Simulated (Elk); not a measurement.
# Cr: non-collinear starts

Aim: see whether a non-collinear arrangement of the moments of Cr lies under the collinear ones.

Program: Elk 11.2.3 (patched build). Level of theory: LDA (Perdew-Wang); all-electron APW+lo, Dirac cores, scalar-relativistic bands. Results are calculated unless marked as measured.

## Step 1: The starting structure

Symmetry: Im-3m, No. 229, cubic system. The conventional cell has a = 2.969 Å, b = 2.969 Å, c = 2.969 Å, α = 90.00°, β = 90.00°, γ = 90.00°. Nearest to Cr lie 8 Cr at 2.57 Å.

Coordinates:

```cif
data_structure
_symmetry_space_group_name_H-M 'Im-3m'
_symmetry_Int_Tables_number 229
_cell_length_a 2.9689
_cell_length_b 2.9689
_cell_length_c 2.9689
_cell_angle_alpha 90.000
_cell_angle_beta 90.000
_cell_angle_gamma 90.000
_cell_volume 26.17
loop_
_atom_site_label
_atom_site_type_symbol
_atom_site_symmetry_multiplicity
_atom_site_Wyckoff_symbol
_atom_site_fract_x
_atom_site_fract_y
_atom_site_fract_z
_atom_site_occupancy
Cr1 Cr 2 a 0.00000 0.00000 0.00000 1
```

The cell comes from a database of computed structures and need not be the stable phase.

## Step 2: Start 1: collinear parallel

The parallel start, run with moments free to turn, is the reference on the same footing as the canted ones.

Moments are seeded by fields in the spheres (the last three columns under atoms), set against the wanted direction and reduced each loop.

elk.in

```
tasks
  0

xctype
  3

rgkmax
  8.0

nempty
  12

swidth
  0.002

reducebf
  0.5

epsengy
  1e-06

maxscl
  120

lmaxi
  2

mixtype
  1

beta0
  0.05

vkloff
  0.500000 0.500000 0.500000

spinpol
  .true.

sppath
  './'

avec
  5.61040667272 0.00000000000 0.00000000000
  0.00000000000 5.61040667272 0.00000000000
  0.00000000000 0.00000000000 5.61040667272

atoms
  1
  'Cr.in'
  2
  0.0000000000 0.0000000000 0.0000000000   0.000100 0.000000 -0.075000
  0.5000000000 0.5000000000 0.5000000000   0.000100 0.000000 -0.075000

ngridk
  7 7 7
```

Run with:

```console
OMP_NUM_THREADS=2 elk
```

Numbers of over 12 decimals in the logs are rounded to 6 here.

Output:

```text
Info(gndstate): no moment of its own; a second start begins; STATE.OUT holds the state before
Info(gndstate): the second start gave no lower state; one of another order, or behind a
 stronger field, isn't excluded

--- INFO.OUT ---
┌─────────────────────────┐
│ Elk code version 11.2.3 │
└─────────────────────────┘

All units are atomic (Hartree, Bohr, etc.)

┌─────────────────────────────────────────────────┐
│ Ground-state run starting from atomic densities │
└─────────────────────────────────────────────────┘

Lattice vectors :
   5.610406673       0.000000000       0.000000000
   0.000000000       5.610406673       0.000000000
   0.000000000       0.000000000       5.610406673

Species : 1 (Cr)
 parameters loaded from : Cr.in
 name : chromium
 nuclear charge    :   -24.00000000
 electronic charge :    24.00000000
 atomic mass :    94783.09202
 muffin-tin radius :    2.400000000
 number of radial points in muffin-tin :    497
 inner part over the whole radius :   0.9857795597E-02
 number on inner part of muffin-tin    :    350
 approximate nuclear radius :   0.6987106690E-04
 number of mesh points to nuclear radius :    165
 atomic positions (lattice), magnetic fields (Cartesian) :
  1 :   0.00000000  0.00000000  0.00000000    0.00010000  0.00000000 -0.07500000
  2 :   0.50000000  0.50000000  0.50000000    0.00010000  0.00000000 -0.07500000

Total number of atoms per unit cell :    2
Total muffin-tin volume :    115.8116716
 ratio of muffin-tin to unit cell volume :   0.6557968146

Spin treatment :
 spin-polarised
 global magnetic field (Cartesian) :    0.000000000       0.000000000       0.000000000
 non-collinear magnetisation

Number of Bravais lattice symmetries :   48
Number of crystal symmetries         :   96
Crystal has inversion symmetry
Real symmetric eigensolver will be used

k-point grid :      7     7     7
k-point offset :   0.5000000000      0.5000000000      0.5000000000
k-point set is reduced with full crystal symmetry group
Total number of k-points :       20

Muffin-tin radius times maximum |G+k| :    8.000000000
 using average radius
Maximum |G+k| for APW functions       :    3.333333333
Maximum (1/2)|G+k|²                   :    5.555555556
Maximum |G| for potential and density :    12.00000000
Constant for pseudocharge density :    7
 order of it for each species :   14
 order of it for pair densities of each species (exact exchange by exxq0 0: 14) :   13
Radial integration step length :    1

G-vector grid sizes :     24    24    24
Number of G-vectors :     5137

Maximum angular momentum used for
 APW functions            :    8
 outer part of muffin-tin :    6
 inner part of muffin-tin :    2

Number of empty states         :     24
Total number of valence states :     78
Total number of core states    :     20

Third-order local-orbitals added for an l without core states : T
Total number of local-orbitals :     46

Exchange-correlation functional :      3     0     0
 Perdew-Wang/Ceperley-Alder, Phys. Rev. B 45, 13244 (1992)
 gradient requirement :    0
 local density approximation (LDA)

Smearing type :    3
 Fermi-Dirac
Smearing width :   0.2000000000E-02
Effective electronic temperature (K) :    631.5500496

Mixing type :    1
 Adaptive linear mixing

Kohn-Sham potential initialised from atomic data

┌──────────────────────────────┐
│ Self-consistent loop started │
└──────────────────────────────┘

┌─────────────────┐
│ Loop number : 1 │
└─────────────────┘

Energies :
 Fermi                       :     0.275073
 sum of occupied eigenvalues :     -1219.9577960650
 electron kinetic            :      2110.0491773253
 core electron kinetic       :      1920.3057153191
 Coulomb                     :     -4114.0376132173
 Coulomb potential           :     -3222.4745682240
 nuclear-nuclear             :     -373.62683113473
 electron-nuclear            :     -4272.4466602957
 Hartree                     :      532.03587821311
 Madelung                    :     -2502.8003291053
 xc potential                :     -107.47816072394
 xc effective B-field        :    -0.17531556243594E-01
 external B-field            :      0.000000
 exchange                    :     -88.341167899370
 correlation                 :     -3.992847
 electron entropic           :    -0.10543909330066E-02
 total energy                :     -2096.3235054337
 (external B-field energy excluded from total)

Density of states at Fermi energy :    82.77571755
 (states/Hartree/unit cell)

Estimated indirect band gap :   0.2872004229E-02
 from k-point 3 to k-point 5
Estimated direct band gap   :   0.7415090898E-02
 at k-point 6

Charges :
 core                        :    20.00000000
 valence                     :    28.00000000
 interstitial                :    2.847089261
 muffin-tins (core leakage)
  species : 1 (Cr)
   atom 1                    :    22.57645537     ( -0.3576938763E-05)
   atom 2                    :    22.57645537     ( -0.3576938763E-05)
 total in muffin-tins        :    45.15291074
 total calculated charge     :    47.99980424
 total charge                :    48.00000000
 error                       :   0.1957584416E-03

Moments :
 interstitial                :   0.6546456761E-04  0.3067833917E-13 -0.4909832887E-01
 muffin-tins
  species : 1 (Cr)
   atom 1                    :  -0.8980959533E-03  0.6097754922E-13  0.6735725352
   atom 2                    :  -0.8980959533E-03  0.6097754922E-13  0.6735725352
 total in muffin-tins        :  -0.1796191907E-02  0.1219550984E-12   1.347145070
 total moment                :  -0.1730727339E-02  0.1526334376E-12   1.298046741

[... earlier loops left out ...]

┌──────────────────┐
│ Loop number : 59 │
└──────────────────┘

Energies :
 Fermi                       :     0.316765
 sum of occupied eigenvalues :     -1220.6754568375
 electron kinetic            :      2120.1194897846
 core electron kinetic       :      1919.1734557429
 Coulomb                     :     -4124.5043696453
 Coulomb potential           :     -3217.2424561447
 nuclear-nuclear             :     -373.62683113473
 electron-nuclear            :     -4298.9183190869
 Hartree                     :      548.04078057634
 Madelung                    :     -2515.8831415730
 xc potential                :     -123.55249047737
 xc effective B-field        :    -0.81075271206836E-10
 external B-field            :      0.000000
 exchange                    :     -89.336036719367
 correlation                 :     -4.027117
 electron entropic           :    -0.75724167466470E-03
 total energy                :     -2097.7487905449
 (external B-field energy excluded from total)

Density of states at Fermi energy :    63.75757200
 (states/Hartree/unit cell)

Estimated indirect band gap :   0.2238566987E-02
 from k-point 2 to k-point 3
Estimated direct band gap   :   0.2533236495E-02
 at k-point 3

Charges :
 core                        :    20.00000000
 valence                     :    28.00000000
 interstitial                :    2.268494705
 muffin-tins (core leakage)
  species : 1 (Cr)
   atom 1                    :    22.86575265     ( -0.3576940008E-05)
   atom 2                    :    22.86575265     ( -0.3576940008E-05)
 total in muffin-tins        :    45.73150529
 total calculated charge     :    47.99976869
 total charge                :    48.00000000
 error                       :   0.2313053419E-03

Moments :
 interstitial                :   0.1787493064E-08  0.1694975174E-10 -0.1343121145E-05
 muffin-tins
  species : 1 (Cr)
   atom 1                    :  -0.6198392971E-07 -0.5238520565E-09  0.4650672593E-04
   atom 2                    :  -0.6198392971E-07 -0.5238520565E-09  0.4650672593E-04
 total in muffin-tins        :  -0.1239678594E-06 -0.1047704113E-08  0.9301345186E-04
 total moment                :  -0.1221803664E-06 -0.1030754361E-08  0.9167033071E-04

┌──────────────────────────────┐
│ Self-consistent loop stopped │
└──────────────────────────────┘

Wrote STATE.OUT
```

Run time: 72 s. Hardware: 2 threads of Arm Neoverse V2, shared host; peak memory 0.08 GiB; 2.3 min of CPU time.

The moments died away, and this build then starts once more from a stronger push, within the same count of loops. That gave no lower state.

Read from the output:

| Property | Result |
| --- | --- |
| final state | non-magnetic |

After 59 cycles the seed has died away: no moment is left.

## Step 3: Start 2: two sublattices 60 degrees apart

A symmetric texture tests one pattern of angles.

Edit elk.in of step 2 so:

```diff
@@ -51,4 +51,4 @@
   2
-  0.0000000000 0.0000000000 0.0000000000   0.000100 0.000000 -0.075000
-  0.5000000000 0.5000000000 0.5000000000   0.000100 0.000000 -0.075000
+  0.0000000000 0.0000000000 0.0000000000   -0.075000 0.000000 0.000000
+  0.5000000000 0.5000000000 0.5000000000   -0.037500 -0.064952 0.000000
```

Run with:

```console
OMP_NUM_THREADS=2 elk
```

Output:

```text
┌─────────────────────────┐
│ Elk code version 11.2.3 │
└─────────────────────────┘

All units are atomic (Hartree, Bohr, etc.)

┌─────────────────────────────────────────────────┐
│ Ground-state run starting from atomic densities │
└─────────────────────────────────────────────────┘

Lattice vectors :
   5.610406673       0.000000000       0.000000000
   0.000000000       5.610406673       0.000000000
   0.000000000       0.000000000       5.610406673

Species : 1 (Cr)
 muffin-tin radius :    2.400000000
 atomic positions (lattice), magnetic fields (Cartesian) :
  1 :   0.00000000  0.00000000  0.00000000   -0.07500000  0.00000000  0.00000000
  2 :   0.50000000  0.50000000  0.50000000   -0.03750000 -0.06495200  0.00000000

Total number of atoms per unit cell :    2
Total muffin-tin volume :    115.8116716
 ratio of muffin-tin to unit cell volume :   0.6557968146

Spin treatment :
 spin-polarised
 global magnetic field (Cartesian) :    0.000000000       0.000000000       0.000000000
 non-collinear magnetisation

Number of Bravais lattice symmetries :   48
Number of crystal symmetries         :   48
Crystal has inversion symmetry
Real symmetric eigensolver will be used

k-point grid :      7     7     7
k-point offset :   0.5000000000      0.5000000000      0.5000000000
k-point set is reduced with full crystal symmetry group
Total number of k-points :       20

Muffin-tin radius times maximum |G+k| :    8.000000000
 using average radius
Maximum |G+k| for APW functions       :    3.333333333
Maximum (1/2)|G+k|²                   :    5.555555556
Maximum |G| for potential and density :    12.00000000
Constant for pseudocharge density :    7
 order of it for each species :   14
 order of it for pair densities of each species (exact exchange by exxq0 0: 14) :   13
Radial integration step length :    1

G-vector grid sizes :     24    24    24
Number of G-vectors :     5137

Maximum angular momentum used for
 APW functions            :    8
 outer part of muffin-tin :    6

Number of empty states         :     24
Total number of valence states :     78
Total number of core states    :     20

Third-order local-orbitals added for an l without core states : T
Total number of local-orbitals :     46

Exchange-correlation functional :      3     0     0
 Perdew-Wang/Ceperley-Alder, Phys. Rev. B 45, 13244 (1992)
 gradient requirement :    0
 local density approximation (LDA)

Smearing type :    3
 Fermi-Dirac
Smearing width :   0.2000000000E-02
Effective electronic temperature (K) :    631.5500496

Mixing type :    1
 Adaptive linear mixing

Kohn-Sham potential initialised from atomic data

┌──────────────────────────────┐
│ Self-consistent loop started │
└──────────────────────────────┘

[... earlier loops left out ...]

┌──────────────────┐
│ Loop number : 83 │
└──────────────────┘

Energies :
 Fermi                       :     0.316875
 sum of occupied eigenvalues :     -1220.4520420883
 electron kinetic            :      2120.2203980100
 core electron kinetic       :      1919.1797822443
 Coulomb                     :     -4124.5658272412
 Coulomb potential           :     -3217.0637001450
 nuclear-nuclear             :     -373.62683113473
 electron-nuclear            :     -4299.2253445503
 Hartree                     :      548.28634844383
 Madelung                    :     -2516.0339771687
 xc potential                :     -123.55674939508
 xc effective B-field        :    -0.51991069999703E-01
 external B-field            :      0.000000
 exchange                    :     -89.381905036492
 correlation                 :     -4.022712
 electron entropic           :    -0.24833908194308E-03
 total energy                :     -2097.7502942900
 (external B-field energy excluded from total)

Density of states at Fermi energy :    15.31641148
 (states/Hartree/unit cell)

Estimated indirect band gap :   0.9670803504E-02
 from k-point 9 to k-point 3
Estimated direct band gap   :   0.1136831742E-01
 at k-point 3

Charges :
 core                        :    20.00000000
 valence                     :    28.00000000
 interstitial                :    2.256892854
 muffin-tins (core leakage)
  species : 1 (Cr)
   atom 1                    :    22.87155035     ( -0.3576940102E-05)
   atom 2                    :    22.87155680     ( -0.3576940083E-05)
 total in muffin-tins        :    45.74310715
 total calculated charge     :    47.99976736
 total charge                :    48.00000000
 error                       :   0.2326415505E-03

Moments :
 interstitial                :  -0.1961392976E-04  0.3605993479E-04 -0.6420576347E-07
 muffin-tins
  species : 1 (Cr)
   atom 1                    :   0.5889769579      -1.087098996      0.1302868763E-03
   atom 2                    :  -0.5889557923       1.087063872     -0.1201957307E-03
 total in muffin-tins        :   0.2116560157E-04 -0.3512311722E-04  0.1009114559E-04
 total moment                :   0.1551671806E-05  0.9368175667E-06  0.1002693983E-04

┌──────────────────────────────┐
│ Self-consistent loop stopped │
└──────────────────────────────┘

Wrote STATE.OUT
```

Wall time 1.7 min (2 threads); peak memory 0.08 GiB.

Read from the output:

```yaml
density_of_states_at_the_fermi_level: 0.5629 states/eV/cell
moment_between_the_spheres: 0, 0, 0 μB
magnetization: 0, 0, 0 μB
final_state: antiferromagnetic
largest_moment: 1.236 μB
```

It lies 20.5 meV a seeded atom under the first start, and its largest moment is 1.24 μB against 4.7e-5 μB.

## Step 4: Start 3: random 2

A random start has no symmetry to hold it, so the moments can find their own angles.

Edit elk.in of step 3 so:

```diff
@@ -51,4 +51,4 @@
   2
-  0.0000000000 0.0000000000 0.0000000000   -0.075000 0.000000 0.000000
-  0.5000000000 0.5000000000 0.5000000000   -0.037500 -0.064952 0.000000
+  0.0000000000 0.0000000000 0.0000000000   -0.041265 -0.035708 0.051450
+  0.5000000000 0.5000000000 0.5000000000   -0.023467 -0.071235 0.000232
```

Run with:

```console
OMP_NUM_THREADS=2 elk
```

Output:

```text
┌─────────────────────────┐
│ Elk code version 11.2.3 │
└─────────────────────────┘

All units are atomic (Hartree, Bohr, etc.)

┌─────────────────────────────────────────────────┐
│ Ground-state run starting from atomic densities │
└─────────────────────────────────────────────────┘

Lattice vectors :
   5.610406673       0.000000000       0.000000000
   0.000000000       5.610406673       0.000000000
   0.000000000       0.000000000       5.610406673

Species : 1 (Cr)
 muffin-tin radius :    2.400000000
[...]
error                       :   0.2326222027E-03

Moments :
 interstitial                :   0.6821551837E-05 -0.1255597533E-04 -0.2009806508E-04
 muffin-tins
  species : 1 (Cr)
   atom 1                    :   0.3114475486     -0.6440964894      -1.008340107
   atom 2                    :  -0.3114477418      0.6441071109       1.008362856
 total in muffin-tins        :  -0.1931762746E-06  0.1062150256E-04  0.2274898739E-04
 total moment                :   0.6628375563E-05 -0.1934472772E-05  0.2650922316E-05

┌──────────────────────────────┐
│ Self-consistent loop stopped │
└──────────────────────────────┘

Wrote STATE.OUT

[key lines of the parts left out:]
total energy                :     -2097.7502897028
```

Run time: 1.8 min. Hardware: 2 threads; peak memory 0.08 GiB; 3.5 min of CPU time.

Spin moment in the muffin-tin sphere by atom:

```tsv
atom	x (μB)	y (μB)	z (μB)	size
Cr1	0.31	-0.64	-1.01	1.24
Cr2	-0.31	0.64	1.01	1.24
```

This step gave:

```yaml
density_of_states_at_the_fermi_level: 0.5629 states/eV/cell
moment_between_the_spheres: 0, 0, 0 μB
magnetization: 0, 0, 0 μB
final_state: antiferromagnetic
```

It lies 20.4 meV a seeded atom under the first start, and its largest moment is 1.24 μB against 4.7e-5 μB.

(Part 1 of 2 ends here.)

[Logs and program files are shortened in this print: banners, set-up blocks, solver, clock and traceback lines can be left out without a mark of their own.]

[Logs are printed without paths, hosts, clocks, repeated set-up lines and the standing remarks that a program may print on its own settings, such as how far it seeks lower states.]

[Hosts, paths, dates, database ids (printed as entryN), source tags and the programs' standing remarks are cut or masked in the printed files.]

[Where a cell is said to come from a database of computed structures, the database is the Materials Project.]
